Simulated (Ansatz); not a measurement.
# A convergence test on H6PbCNCl3 (Pm): k mesh of the density

Aim: see how gap, energy and time of H6PbCNCl3 (Pm) follow the k mesh of the density.

Main program and level: Ansatz 0.2.0; DFT, r2SCAN, plane waves, PAW.

**1. The starting structure**

The structure is monoclinic, space group Pm (No. 6). Conventional cell: a = 5.753 Å, b = 5.765 Å, c = 5.855 Å, α = 90.00°, β = 90.03°, γ = 90.00°. Nearest to H lie 1 C at 1.09 Å. H has 1 C at 1.09 Å nearest. H has 1 N at 1.04 Å nearest. Nearest to H lie 1 N at 1.04 Å. Nearest to Pb lie 6 Cl at 2.88 to 2.99 Å. Nearest to C lie 3 H at 1.09 Å and 1 N at 1.49 Å. Farther neighbours and most contacts between anions are not listed.

The cell and positions are those that the Materials Project relaxed with its own functionals (PBE, PBE+U or r2SCAN), kept fixed. Spin-orbit coupling is left out unless a step names it. The default PAW set here is soft_2. Its files were made with PBE.

**2. k mesh of the density: 2×2×2**

Contents of input.yaml:

```yaml
crystal:
  lattice:
    - [5.752832, 0.0, 0.0]
    - [0.0, 5.764671, 0.0]
    - [-0.002604, 0.0, 5.855201]
  atoms:
    - { symbol: H, position: [0.879476, 0.5, 0.790423] }
    - { symbol: H, position: [0.813252, 0.344072, 0.047387] }
    - { symbol: H, position: [0.813252, 0.655928, 0.047387] }
    - { symbol: H, position: [0.229661, 0.354316, 0.978538] }
    - { symbol: H, position: [0.229661, 0.645684, 0.978538] }
    - { symbol: H, position: [0.170957, 0.5, 0.216412] }
    - { symbol: Pb, position: [0.473988, 0.0, 0.483874] }
    - { symbol: C, position: [0.894268, 0.5, 0.976848] }
    - { symbol: "N", position: [0.144932, 0.5, 0.040731] }
    - { symbol: Cl, position: [0.427891, 0.0, 0.975558] }
    - { symbol: Cl, position: [0.429192, 0.5, 0.520036] }
    - { symbol: Cl, position: [0.971826, 0.0, 0.43966] }
kpoints:
  mp_grid: { grid: [2, 2, 2] }
  band_path:
    path:
      - [0.0, 0.0, 0.0]
      - [0.0, 0.5, 0.0]
      - [0.0, 0.5, 0.5]
      - [0.0, 0.0, 0.5]
      - [-0.5, 0.0, 0.5]
      - [-0.5, 0.5, 0.5]
      - [-0.5, 0.5, 0.0]
      - [-0.5, 0.0, 0.0]
      - [-0.5, 0.45, 0.5]
    npoints: 1
hamiltonian:
  xc: r2scan
scf:
  occupations: { method: fixed }
  n_extra_bands: 8
output:
  eigenvalues: true
  write_density: true
  write_potential: true
  elf: true
  volumetric_format: npy
```

The run is started by

```bash
ansatz run input.yaml --threads 4 --pin off --max-ram 18432MiB --backend cpu --events-out ev --progress --plain --runs-dir out
```

Numbers of over 12 decimals in the logs are rounded to 6 here.

The program printed:

```text
scf.n_extra_bands = 8 over 25 filled bands (N_el = 50.0): the run solves 33 bands
Engine: ansatz 0.2.0, aarch64-unknown-linux-gnu
Pseudopotentials: kind: paw
Pseudopotential: H, paw, valence charge 1, recommended cutoff 500 eV (meta_gga), H.paw.azcp
Pseudopotential: Pb, paw, valence charge 14, recommended cutoff 500 eV (meta_gga), Pb.paw.azcp
Pseudopotential: C, paw, valence charge 4, recommended cutoff 500 eV (meta_gga), C.paw.azcp
Pseudopotential: N, paw, valence charge 5, recommended cutoff 500 eV (meta_gga), N.paw.azcp
Pseudopotential: Cl, paw, valence charge 7, recommended cutoff 500 eV (meta_gga), Cl.paw.azcp
Functional definition: r2SCAN
  parameter k0 = 0.174
  parameter k1 = 0.065
  parameter a1 = 4.9479
  exchange = r2scan_x(k0 = k0, k1 = k1, a1 = a1)
  correlation = r2scan_c
Crystal: 12 atoms, lattice volume = 194.177 Å³
Basis set: ecut = 500 eV, 4961 PW (Γ), exchange–correlation on 180×180×180 points (64 copies of the dense FFT grid, shifted against one another)
Bands: 33, of which v1, the nominal top of the filled ones, is band 25 counted from 1 (24 counted from 0)
Symmetry: 2 space group operations
Space group: Pm (ITA 6), of the structure as read, at distance tolerance 5.8e-5 Å
k-points: 8
Non-local potential: H, projectors of the file, l = 0: 2, l = 1: 1
Non-local potential: Pb, projectors of the file, l = 0: 2, l = 1: 2, l = 2: 2, l = 3: 2
Non-local potential: C, projectors of the file, l = 0: 2, l = 1: 2, l = 2: 1
Non-local potential: N, projectors of the file, l = 0: 2, l = 1: 2, l = 2: 1
Non-local potential: Cl, projectors of the file, l = 0: 2, l = 1: 2, l = 2: 2
PAW form: soft (Blöchl's): semilocal exchange-correlation on the pseudo side does not see the compensation charge
PAW frozen core: Pb, regenerated for the run's functional (the file was generated under x = pbe(κ = 0.804, μ = 0.219515), c = pbe(β = 0.066725))
PAW frozen core: C, regenerated for the run's functional (the file was generated under x = pbe(κ = 0.804, μ = 0.219515), c = pbe(β = 0.066725))
PAW frozen core: N, regenerated for the run's functional (the file was generated under x = pbe(κ = 0.804, μ = 0.219515), c = pbe(β = 0.066725))
PAW frozen core: Cl, regenerated for the run's functional (the file was generated under x = pbe(κ = 0.804, μ = 0.219515), c = pbe(β = 0.066725))
PAW one-centre angular grid: H, 302 points (default); XC on 160 Gauss nodes
PAW one-centre angular grid: Pb, 590 points (default); XC on 160 Gauss nodes
PAW one-centre angular grid: C, 302 points (default); XC on 239 of its mesh's 2573 points in the sphere
PAW one-centre angular grid: N, 302 points (default); XC on 160 Gauss nodes
PAW one-centre angular grid: Cl, 302 points (default); XC on 160 Gauss nodes
Initial density: superposition of atomic densities (neutral atoms: chi_scale 0, normalization atom), corrected by the library's trained network
Initial wavefunctions: pseudopotential atomic-orbital guess
Functional: x = r2scan, c = r2scan; τ floored in thin density (d = 2e-4 eV/Å³)
SCF iter   1: F=—  HF=-15911.624134 eV  |F-HF|=—  |Δ(HF+E_count)|=         —  Δρ=5.59e-3  dr2=4.92e-2  dr2_τ=4.46e-1  ethr=1.77e-3  ⟨swp⟩=5.0  Hψ=1092  notcnv=0  defer=43
preconditioner: auto → Resta (q_TF=auto, 2.176 Å⁻¹)  ε∞=2.6  [insulator: Δε(μ)=2.941 eV  Ē_g=14.623 eV  n_scr=28 (ndim 8)  ℏωp=18.5 eV  f_vac=0.116  ε∞_Penn≈2.6]
SCF iter   2: F=—  HF=-15911.450119 eV  |F-HF|=—  |Δ(HF+E_count)|=   1.74e-1  Δρ=3.07e-3  dr2=1.53e-2  dr2_τ=5.88e-4  ethr=9.84e-5  ⟨swp⟩=2.2  Hψ=548  notcnv=0  defer=48
SCF iter   3: F=—  HF=-15911.447780 eV  |F-HF|=—  |Δ(HF+E_count)|=   2.34e-3  Δρ=6.99e-4  dr2=9.75e-4  dr2_τ=1.63e-4  ethr=3.06e-5  ⟨swp⟩=3.5  Hψ=432  notcnv=0  defer=48
SCF iter   4: F=—  HF=-15911.447701 eV  |F-HF|=—  |Δ(HF+E_count)|=   7.89e-5  Δρ=1.90e-4  dr2=8.07e-5  dr2_τ=1.93e-5  ethr=1.95e-6  ⟨swp⟩=2.0  Hψ=457  notcnv=0  defer=48
SCF iter   5: F=—  HF=-15911.447646 eV  |F-HF|=—  |Δ(HF+E_count)|=   5.46e-5  Δρ=5.39e-5  dr2=9.23e-6  dr2_τ=5.77e-7  ethr=1.61e-7  ⟨swp⟩=2.0  Hψ=403  notcnv=0  defer=48
SCF iter   6: F=—  HF=-15911.447651 eV  |F-HF|=—  |Δ(HF+E_count)|=   4.45e-6  Δρ=2.53e-5  dr2=1.50e-6  dr2_τ=1.53e-7  ethr=1.85e-8  ⟨swp⟩=2.0  Hψ=441  notcnv=0  defer=48
SCF iter   7: F=-15911.447651 eV  HF=-15911.447651 eV  |F-HF|=6.42e-8  |Δ(HF+E_count)|=   1.52e-7  Δρ=6.00e-6  dr2=9.89e-8  dr2_τ=8.07e-9  ethr=2.00e-10  ⟨swp⟩=12.8  Hψ=1539  notcnv=0
SCF 1 converged in 7 iterations: F = -15911.447651 eV  dr2 = 9.89e-8
[...]
NSCF: frozen V_eff on 9 k-points
SCF converged after 7 iterations
Free energy (F): -15911.447651 eV
Harris-Foulkes:  -15911.447651 eV  (|F-HF|=6.42e-8)
Internal energy: -15911.447651 eV  (E = F + TS)
E sigma→0 (E₀):  -15911.447651 eV
Fermi energy:    1.444806 eV
--- Per-component energies (eV) ---
  E_band       = -369.925141
  E_kinetic    = 1072.209907
  E_local      = -3123.322960  (includes V_loc(G=0)·N_el)
  E_nonlocal   = 517.819268
  E_hartree    = 1123.164182
  E_xc         = -681.061938
  E_vxc        = -775.546999  (∫ρ·V_xc dr)
  E_paw        = -12662.484732  (= ΣΔE_a)
  E_vpaw       = -352.939960  (= ΣTr[D̂ρ^β])
  E_aug_tail   = -0.002660  (compensation charges beyond the density's cutoff)
  E_vtau       = 45.522854  (kinetic-family band-sum trace: ∫τ·v_τ [+ j·A + Jᵃ·Aᵃ] dr)
  E_ewald      = -2158.270663
  E_core_change = 0.501944  (= ΣΔE_core)
  E_smearing   = -0.000000  (= −TS)
  E_closure    = 0.000000  (closes the sum)
  Σ components = -15911.447651   (vs F -15911.447651, Δ=0.00e0)
--- Band table (eV; the first three rows and the last of 8) ---
  k-point 0: bands = [... 21 lower, -0.5092, -0.3766, -0.0335, -0.0056, 6.3538, 7.3255, 7.5114, 7.9601, ... 4 higher]
  k-point 1: bands = [... 21 lower, -0.3273, -0.3021, -0.0489, 0.1253, 5.0648, 7.2111, 7.4218, 7.7429, ... 4 higher]
  k-point 2: bands = [... 21 lower, -0.3759, -0.2080, -0.0354, 0.1656, 5.2012, 6.9610, 7.5741, 7.7676, ... 4 higher]
  k-point 7: bands = [... 21 lower, -0.3513, 0.1320, 0.1430, 1.4448, 4.3596, 4.3893, 4.6241, 7.7835, ... 4 higher]
```

Run time: 5.7 s. Hardware: 4 threads of Arm Neoverse V1, shared host; peak memory 0.88 GiB; 22 s of CPU time.

In the SCF lines HF is the Harris–Foulkes energy and dr2 the Hartree energy of the density residual, in eV; the loop may stop once dr2 is under the threshold and the program's other checks hold. Hψ counts applications of the Hamiltonian.

Numbers from this step:

- gap: 2.908 eV
- valence top at: E
- conduction bottom at: k = (-0.500, 0.450, 0.500)
- least direct gap: 2.915 eV

The gap is indirect, with the least direct gap 0.007 eV higher.

**3. k mesh of the density: 4×4×4 (the default)**

Changes to input.yaml since step 2:

```diff
@@ -19,3 +19,3 @@
 kpoints:
-  mp_grid: { grid: [2, 2, 2] }
+  mp_grid: { grid: [4, 4, 4] }
   band_path:
@@ -26,8 +26,10 @@
       - [0.0, 0.0, 0.5]
+      - [0.0, 0.0, 0.0]
       - [-0.5, 0.0, 0.5]
       - [-0.5, 0.5, 0.5]
+      - [0.0, 0.5, 0.0]
       - [-0.5, 0.5, 0.0]
       - [-0.5, 0.0, 0.0]
-      - [-0.5, 0.45, 0.5]
-    npoints: 1
+      - [0.0, 0.0, 0.0]
+    npoints: 10
 hamiltonian:
@@ -35,3 +37,3 @@
 scf:
-  occupations: { method: fixed }
+  occupations: { method: fermi_dirac, width: 0.02 }
   n_extra_bands: 8
```

The program printed:

```text
[...]
Crystal: 12 atoms, lattice volume = 194.177 Å³
Basis set: ecut = 500 eV, 4961 PW (Γ), exchange–correlation on 180×180×180 points (64 copies of the dense FFT grid, shifted against one another)
Bands: 33, of which v1, the nominal top of the filled ones, is band 25 counted from 1 (24 counted from 0)
Symmetry: 2 space group operations
[...]
k-points: 30 of 64 (time reversal used)
[...]
--- Band table (eV; the first three rows and the last of 30) ---
  k-point 0: bands = [... 21 lower, -0.5488, -0.4153, -0.0849, -0.0561, 6.3396, 7.3415, 7.5292, 7.9625, ... 4 higher]
  k-point 1: bands = [... 21 lower, -0.5337, -0.3813, -0.0924, -0.0457, 6.2089, 6.7991, 7.3491, 7.8583, ... 4 higher]
  k-point 2: bands = [... 21 lower, -0.3666, -0.3448, -0.1002, 0.0992, 5.0888, 7.2275, 7.4221, 7.7257, ... 4 higher]
  k-point 29: bands = [... 21 lower, -0.3908, 0.0818, 0.0932, 1.4383, 4.3876, 4.4168, 4.6459, 7.7704, ... 4 higher]
[key lines of the parts left out:]
SCF converged after 8 iterations
Free energy (F): -15911.780860 eV
Fermi energy:    2.910859 eV
```

It took 29 s on 4 threads; peak memory 1.1 GiB; 1.9 min of CPU time.

Numbers from this step:

* gap: 2.943 eV
* valence top at: E
* conduction bottom at: k = (-0.500, 0.450, 0.500)
* least direct gap: 2.949 eV

The gap is 2.943 eV, +0.035 eV from the run before at this level.

**4. k mesh of the density: 6×6×6**

input.yaml, the sections that differ from step 3:

```yaml
kpoints:
  mp_grid: { grid: [6, 6, 6] }
  band_path:
    path:
      - [0.0, 0.0, 0.0]
      - [0.0, 0.5, 0.0]
      - [0.0, 0.5, 0.5]
      - [0.0, 0.0, 0.5]
      - [-0.5, 0.0, 0.5]
      - [-0.5, 0.5, 0.5]
      - [-0.5, 0.5, 0.0]
      - [-0.5, 0.0, 0.0]
      - [-0.5, 0.45, 0.5]
    npoints: 1
scf:
  occupations: { method: fixed }
  n_extra_bands: 8
output:
  eigenvalues: true
# crystal, hamiltonian: as in step 3
```

The program printed:

```text
[...]
Crystal: 12 atoms, lattice volume = 194.177 Å³
Basis set: ecut = 500 eV, 4961 PW (Γ), exchange–correlation on 180×180×180 points (64 copies of the dense FFT grid, shifted against one another)
Bands: 33, of which v1, the nominal top of the filled ones, is band 25 counted from 1 (24 counted from 0)
Symmetry: 2 space group operations
[...]
k-points: 80 of 216 (time reversal used)
[...]
--- Band table (eV; the first three rows and the last of 80) ---
  k-point 0: bands = [... 21 lower, -0.5507, -0.4172, -0.0881, -0.0593, 6.3389, 7.3424, 7.5301, 7.9624, ... 4 higher]
  k-point 1: bands = [... 21 lower, -0.5496, -0.4016, -0.0918, -0.0572, 6.4722, 6.8577, 7.4283, 7.9471, ... 4 higher]
  k-point 2: bands = [... 21 lower, -0.4862, -0.3648, -0.0994, -0.0176, 5.6796, 7.0356, 7.2849, 7.7723, ... 4 higher]
  k-point 79: bands = [... 21 lower, -0.3926, 0.0789, 0.0903, 1.4378, 4.3891, 4.4182, 4.6467, 7.7698, ... 4 higher]
[key lines of the parts left out:]
SCF converged after 8 iterations
Free energy (F): -15911.789079 eV
Fermi energy:    1.437839 eV
```

It took 37 s on 4 threads; peak memory 1.1 GiB; 2.4 min of CPU time.

This step gave:

- gap: 2.945 eV
- valence top at: E
- conduction bottom at: k = (-0.500, 0.450, 0.500)
- least direct gap: 2.951 eV

The gap is 2.945 eV, +0.002 eV from the run before at this level.

**5. The series**

Differences are against the last row; a negative gap means that bands overlap, and a run with a band path holds that path's time. Times are wall times on 4 threads of Arm Neoverse V1, shared host, good to a factor of about two.

```
k mesh of the density  gap (eV)  direct gap (eV)  gap error (eV)  energy error (meV/atom)  irreducible k   time
                2×2×2     2.908            2.915          −0.037                    +28.5              8  5.7 s
                4×4×4     2.943            2.949          −0.002                     +0.7             30   29 s
                6×6×6     2.945            2.951          +0.000                     +0.0             80   37 s
```

**6. Summary of results**

```yaml
2x2x2: 2.908 eV
4x4x4: 2.943 eV
6x6x6: 2.945 eV
```

**Reading.** The gap holds to 0.02 eV from 4×4×4 on. At 2×2×2 the gap is off by −0.037 eV and the energy by +28 meV/atom. The gap is read over the mesh and added points near the edges, so meshes differ mainly through the density and, for a hybrid, the exchange operator.

[Paths, hosts, dates, memory and timing lines, banners, echoed tables and standing remarks are left out of the program output.]

[Logs are printed without paths, hosts, clocks, repeated set-up lines and the standing remarks that a program may print on its own settings, such as how far it seeks lower states.]

[Runs of the session that timed out or met a known fault of the program may be left out.]

[Cells called generated may have been cut or substituted from an entry of the Crystallography Open Database or the Materials Project.]

[Hosts, paths, dates, database ids (printed as entryN), source tags and the programs' standing remarks are cut or masked in the printed files.]
